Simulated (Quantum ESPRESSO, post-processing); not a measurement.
# Hf2CO2 MXene, 1 layer, stepped through the share of short-range exact exchange, part 3 of 3

What law, if any, do the results for Hf2CO2 MXene, 1 layer follow against the share of short-range exact exchange?

Quantum ESPRESSO 7.5; plane-wave DFT, PBE, SG15 norm-conserving pseudopotentials.

So far. Step 2 (Variable-cell relaxation of the reference):  The last row is no step: it is a fresh SCF in the final cell with a new plane-wave basis, -0 meV from the row before.

**6. Self-consistent run, 0.3**

Level of this step: plane-wave DFT, screened hybrid with 0.3 exact exchange, SG15 norm-conserving pseudopotentials (Quantum ESPRESSO 7.5). input_dft overrides the functional of the files.

File m5.scf.in:

```
&control
  prefix = 'm5.scf'
  outdir = './out'
  pseudo_dir = './pseudo'
  calculation = 'scf'
  tprnfor = .true.
/
&system
  ibrav = 0
  nat = 5
  ntyp = 3
  ecutwfc = 60
  ecutrho = 240
  occupations = 'fixed'
  nbnd = 37
  input_dft = 'hse'
  exx_fraction = 0.3
  nqx1 = 3
  nqx2 = 3
  nqx3 = 1
  ecutfock = 60
/
&electrons
  conv_thr = 1e-08
  mixing_beta = 0.6
  electron_maxstep = 120
/
ATOMIC_SPECIES
  O   15.9990  O_ONCV_PBE-1.2.upf
  Hf  178.4900  Hf_ONCV_PBE-1.2.upf
  C   12.0110  C_ONCV_PBE-1.2.upf
CELL_PARAMETERS angstrom
  3.27198428800000 0.00000000000000 0.00000000000000
  -1.63599214400000 2.83362151400000 0.00000000000000
  0.00000000000000 0.00000000000000 19.95294679600000
ATOMIC_POSITIONS crystal
  O   0.333333333300 0.666666666700 0.384322721400
  Hf  0.666666666700 0.333333333300 0.430915937300
  C   0.000000000000 0.000000000000 0.500000000000
  Hf  0.333333333300 0.666666666700 0.569084062700
  O   0.666666666700 0.333333333300 0.615677278600
K_POINTS automatic
  9 9 1 0 0 0
```

The run is started by

```
$ OMP_NUM_THREADS=1 mpirun -n 4 pw.x -nk 4 -in m5.scf.in > m5.scf.out
```

Output:

```text
[banner, memory and clock lines left out]
Program PWSCF v.7.5 starts
[...]
Message from routine setup:
[...]
number of electrons       =        68.00
     number of Kohn-Sham states=           37
     kinetic-energy cutoff     =      60.0000  Ry
     charge density cutoff     =     240.0000  Ry
[...]
number of k points=    12
[...]
Dense  grid:    78377 G-vectors     FFT dimensions: (  32,  32, 192)
[...]
negative rho (up, down):  6.266E-04 0.000E+00
     Starting wfcs are random
[...]
negative rho (up, down):  4.838E-05 0.000E+00
[...]
estimated scf accuracy    <       1.84299581 Ry
[...]
negative rho (up, down):  1.226E-05 0.000E+00
[...]
estimated scf accuracy    <       1.93722195 Ry
[...]
negative rho (up, down):  6.532E-06 0.000E+00
[...]
estimated scf accuracy    <       0.06197419 Ry
[...]
negative rho (up, down):  3.699E-07 0.000E+00
[...]
estimated scf accuracy    <       0.01789183 Ry
[...]
estimated scf accuracy    <       0.00491100 Ry
[...]
estimated scf accuracy    <       0.00007716 Ry
[...]
estimated scf accuracy    <       0.00001430 Ry
[...]
estimated scf accuracy    <       0.00000048 Ry
[...]
estimated scf accuracy    <       0.00000081 Ry
[...]
estimated scf accuracy    <       0.00000002 Ry
[...]
estimated scf accuracy    <       0.00000002 Ry
[...]
highest occupied, lowest unoccupied level (ev):     3.1399    4.1371
!    total energy              =    -970.68030604 Ry
     estimated scf accuracy    <          2.4E-10 Ry
     convergence has been achieved in  12 iterations
[...]
estimated scf accuracy    <       0.00513519 Ry
[...]
estimated scf accuracy    <       0.00355234 Ry
[...]
estimated scf accuracy    <       0.00134855 Ry
[...]
estimated scf accuracy    <       0.00004057 Ry
[...]
estimated scf accuracy    <       0.00000369 Ry
[...]
estimated scf accuracy    <       0.00000026 Ry
[...]
highest occupied, lowest unoccupied level (ev):     2.3333    4.0938
!    total energy              =    -967.39689078 Ry
     estimated scf accuracy    <          9.3E-09 Ry
     convergence has been achieved in   7 iterations
[...]
estimated scf accuracy    <       0.00007303 Ry
[...]
estimated scf accuracy    <       0.00004827 Ry
[...]
estimated scf accuracy    <       0.00001765 Ry
[...]
estimated scf accuracy    <       0.00000093 Ry
[...]
estimated scf accuracy    <       0.00000002 Ry
[...]
estimated scf accuracy    <       0.00000001 Ry
[...]
highest occupied, lowest unoccupied level (ev):     2.3231    4.1144
!    total energy              =    -967.39930468 Ry
     estimated scf accuracy    <          1.1E-09 Ry
     convergence has been achieved in   7 iterations
[...]
estimated scf accuracy    <       0.00000541 Ry
[...]
estimated scf accuracy    <       0.00000272 Ry
[...]
estimated scf accuracy    <       0.00000095 Ry
[...]
estimated scf accuracy    <       0.00000010 Ry
[...]
highest occupied, lowest unoccupied level (ev):     2.3211    4.1204
!    total energy              =    -967.39941544 Ry
     estimated scf accuracy    <          2.1E-09 Ry
     convergence has been achieved in   5 iterations
[...]
estimated scf accuracy    <       0.00000053 Ry
[...]
estimated scf accuracy    <       0.00000042 Ry
[...]
estimated scf accuracy    <       0.00000011 Ry
[...]
highest occupied, lowest unoccupied level (ev):     2.3202    4.1223
!    total energy              =    -967.39942823 Ry
     estimated scf accuracy    <          6.4E-09 Ry
     convergence has been achieved in   4 iterations
[...]
estimated scf accuracy    <       0.00000008 Ry
[...]
estimated scf accuracy    <       0.00000020 Ry
[...]
highest occupied, lowest unoccupied level (ev):     2.3199    4.1231
!    total energy              =    -967.39943017 Ry
     estimated scf accuracy    <          3.1E-09 Ry
     convergence has been achieved in   3 iterations
[...]
estimated scf accuracy    <       0.00000002 Ry
[...]
estimated scf accuracy    <       0.00000004 Ry
[...]
highest occupied, lowest unoccupied level (ev):     2.3195    4.1233
!    total energy              =    -967.39943053 Ry
     estimated scf accuracy    <          1.2E-09 Ry
     convergence has been achieved in   3 iterations
[...]
estimated scf accuracy    <       0.00000001 Ry
[...]
estimated scf accuracy    <       0.00000003 Ry
[...]
highest occupied, lowest unoccupied level (ev):     2.3196    4.1235
!    total energy              =    -967.39943062 Ry
     estimated scf accuracy    <          2.2E-10 Ry
     convergence has been achieved in   3 iterations
[...]
highest occupied, lowest unoccupied level (ev):     2.3195    4.1234
!    total energy              =    -967.39943065 Ry
     estimated scf accuracy    <          8.9E-10 Ry
     convergence has been achieved in   1 iterations
[...]
!!   total energy              =    -967.39943066 Ry
[...]
Total force =     0.037204     Total SCF correction =     0.000115
[...]
```

It took 9 min on 4 MPI ranks of Arm Neoverse V1, shared host; peak memory 6.3 GiB; 36 min of CPU time.

Read from the output:

| Property | Result |
| --- | --- |
| free energy | -13162.1398 eV |
| valence top, on the run's zero | 2.320 eV |
| conduction bottom, on the run's zero | 4.123 eV |
| gap by band count | 1.804 eV |

**7. SCF with pw.x, 0.4**

Level of this step: plane-wave DFT, screened hybrid with 0.4 exact exchange, SG15 norm-conserving pseudopotentials (Quantum ESPRESSO 7.5). input_dft overrides the functional of the files.

m6.scf.in, as its differences from the input of step 6:

```diff
@@ -1,3 +1,3 @@
 &control
-  prefix = 'm5.scf'
+  prefix = 'm6.scf'
   outdir = './out'
@@ -16,3 +16,3 @@
   input_dft = 'hse'
-  exx_fraction = 0.3
+  exx_fraction = 0.4
   nqx1 = 3
```

The run is started by

```
$ OMP_NUM_THREADS=1 mpirun -n 4 pw.x -nk 4 -in m6.scf.in > m6.scf.out
```

Output:

```text
[banner, memory and clock lines left out]
Program PWSCF v.7.5 starts
[...]
Message from routine setup:
[...]
number of electrons       =        68.00
     number of Kohn-Sham states=           37
     kinetic-energy cutoff     =      60.0000  Ry
     charge density cutoff     =     240.0000  Ry
[...]
number of k points=    12
[...]
Dense  grid:    78377 G-vectors     FFT dimensions: (  32,  32, 192)
[...]
negative rho (up, down):  6.266E-04 0.000E+00
     Starting wfcs are random
[...]
negative rho (up, down):  4.838E-05 0.000E+00
[...]
estimated scf accuracy    <       1.84299581 Ry
[...]
negative rho (up, down):  1.226E-05 0.000E+00
[...]
estimated scf accuracy    <       1.93722195 Ry
[...]
negative rho (up, down):  6.532E-06 0.000E+00
[...]
estimated scf accuracy    <       0.06197419 Ry
[...]
negative rho (up, down):  3.699E-07 0.000E+00
[...]
estimated scf accuracy    <       0.01789183 Ry
[...]
estimated scf accuracy    <       0.00491100 Ry
[...]
estimated scf accuracy    <       0.00007716 Ry
[...]
estimated scf accuracy    <       0.00001430 Ry
[...]
estimated scf accuracy    <       0.00000048 Ry
[...]
estimated scf accuracy    <       0.00000081 Ry
[...]
estimated scf accuracy    <       0.00000002 Ry
[...]
estimated scf accuracy    <       0.00000002 Ry
[...]
highest occupied, lowest unoccupied level (ev):     3.1399    4.1371
!    total energy              =    -970.68030604 Ry
     estimated scf accuracy    <          2.4E-10 Ry
     convergence has been achieved in  12 iterations
[...]
estimated scf accuracy    <       0.00000006 Ry
[...]
highest occupied, lowest unoccupied level (ev):     2.0367    4.1207
!    total energy              =    -966.31546507 Ry
     estimated scf accuracy    <          1.5E-09 Ry
     convergence has been achieved in   3 iterations
[...]
estimated scf accuracy    <       0.00000001 Ry
[...]
estimated scf accuracy    <       0.00000003 Ry
[...]
highest occupied, lowest unoccupied level (ev):     2.0367    4.1209
!    total energy              =    -966.31546525 Ry
     estimated scf accuracy    <          3.6E-10 Ry
     convergence has been achieved in   3 iterations
[...]
highest occupied, lowest unoccupied level (ev):     2.0365    4.1209
!    total energy              =    -966.31546531 Ry
     estimated scf accuracy    <          1.9E-09 Ry
     convergence has been achieved in   1 iterations
[...]
estimated scf accuracy    <       0.00000001 Ry
[...]
estimated scf accuracy    <       0.00000003 Ry
[...]
highest occupied, lowest unoccupied level (ev):     2.0365    4.1210
!    total energy              =    -966.31546534 Ry
     estimated scf accuracy    <          1.2E-10 Ry
     convergence has been achieved in   3 iterations
[...]
highest occupied, lowest unoccupied level (ev):     2.0364    4.1211
!    total energy              =    -966.31546535 Ry
     estimated scf accuracy    <          6.7E-10 Ry
     convergence has been achieved in   1 iterations
[...]
!!   total energy              =    -966.31546535 Ry
[...]
Total force =     0.050387     Total SCF correction =     0.000202
[...]
```

Elapsed: 12 min, on 4 MPI ranks; peak memory 6.3 GiB; 48 min of CPU time.

Read from the output:

* free energy: -13147.3917 eV
* valence top, on the run's zero: 2.036 eV
* conduction bottom, on the run's zero: 4.121 eV
* gap by band count: 2.085 eV

**8. The series side by side**

The series in one table:

```csv
"the share of short-range exact exchange (0.25 is HSE06, 0 is PBE)",gap on the mesh (eV),vacuum level over the valence top (eV)
0,0.9972,5.335
0.1,1.26,5.597
0.15,1.394,5.73
0.2,1.529,5.864
0.25,1.666,6
0.3,1.804,6.137
0.4,2.085,6.414
```

**9. Worked from the printed numbers**

A line through all members has gap = 0.990 + 2.719 α eV and misses single members by up to 0.007 eV; a gap of 1.50 eV, 0.5 above the first member's, would need α = (1.50 − 0.990)/2.719 = 0.19.

**10. What came out**

- gap at a share of 0.25 (HSE06): 1.67 eV
- gap on the mesh, at 0 and at 0.4: 1.00, 2.08 eV
- vacuum level over the valence top, at 0 and at 0.4: 5.33, 6.41 eV

In words: The series holds 7 members; gap at a share of 0.25 (HSE06): 1.67 eV. From 0 to 0.4 the gap on the mesh rises from 1.00 to 2.08 eV. From 0 to 0.4 the vacuum level over the valence top rises from 5.33 to 6.41 eV. The valence top sinks by 2.70 eV and the gap opens by 2.72 eV per unit share, so the valence top carries 99 % of the opening. Gaps are those of the mesh; no spin-orbit coupling; the q mesh was not tested; the geometry stays that of PBE.

[Logs are printed without paths, hosts, clocks, repeated set-up lines and the standing remarks that a program may print on its own settings, such as how far it seeks lower states.]

[Hosts, paths, dates, database ids (printed as entryN), source tags and the programs' standing remarks are cut or masked in the printed files.]

[Maps of the electrostatic potential energy from Ansatz leave out the sawtooth potential of an applied field or a dipole correction, so their vacuum need not be flat; planar profiles and work functions include it.]
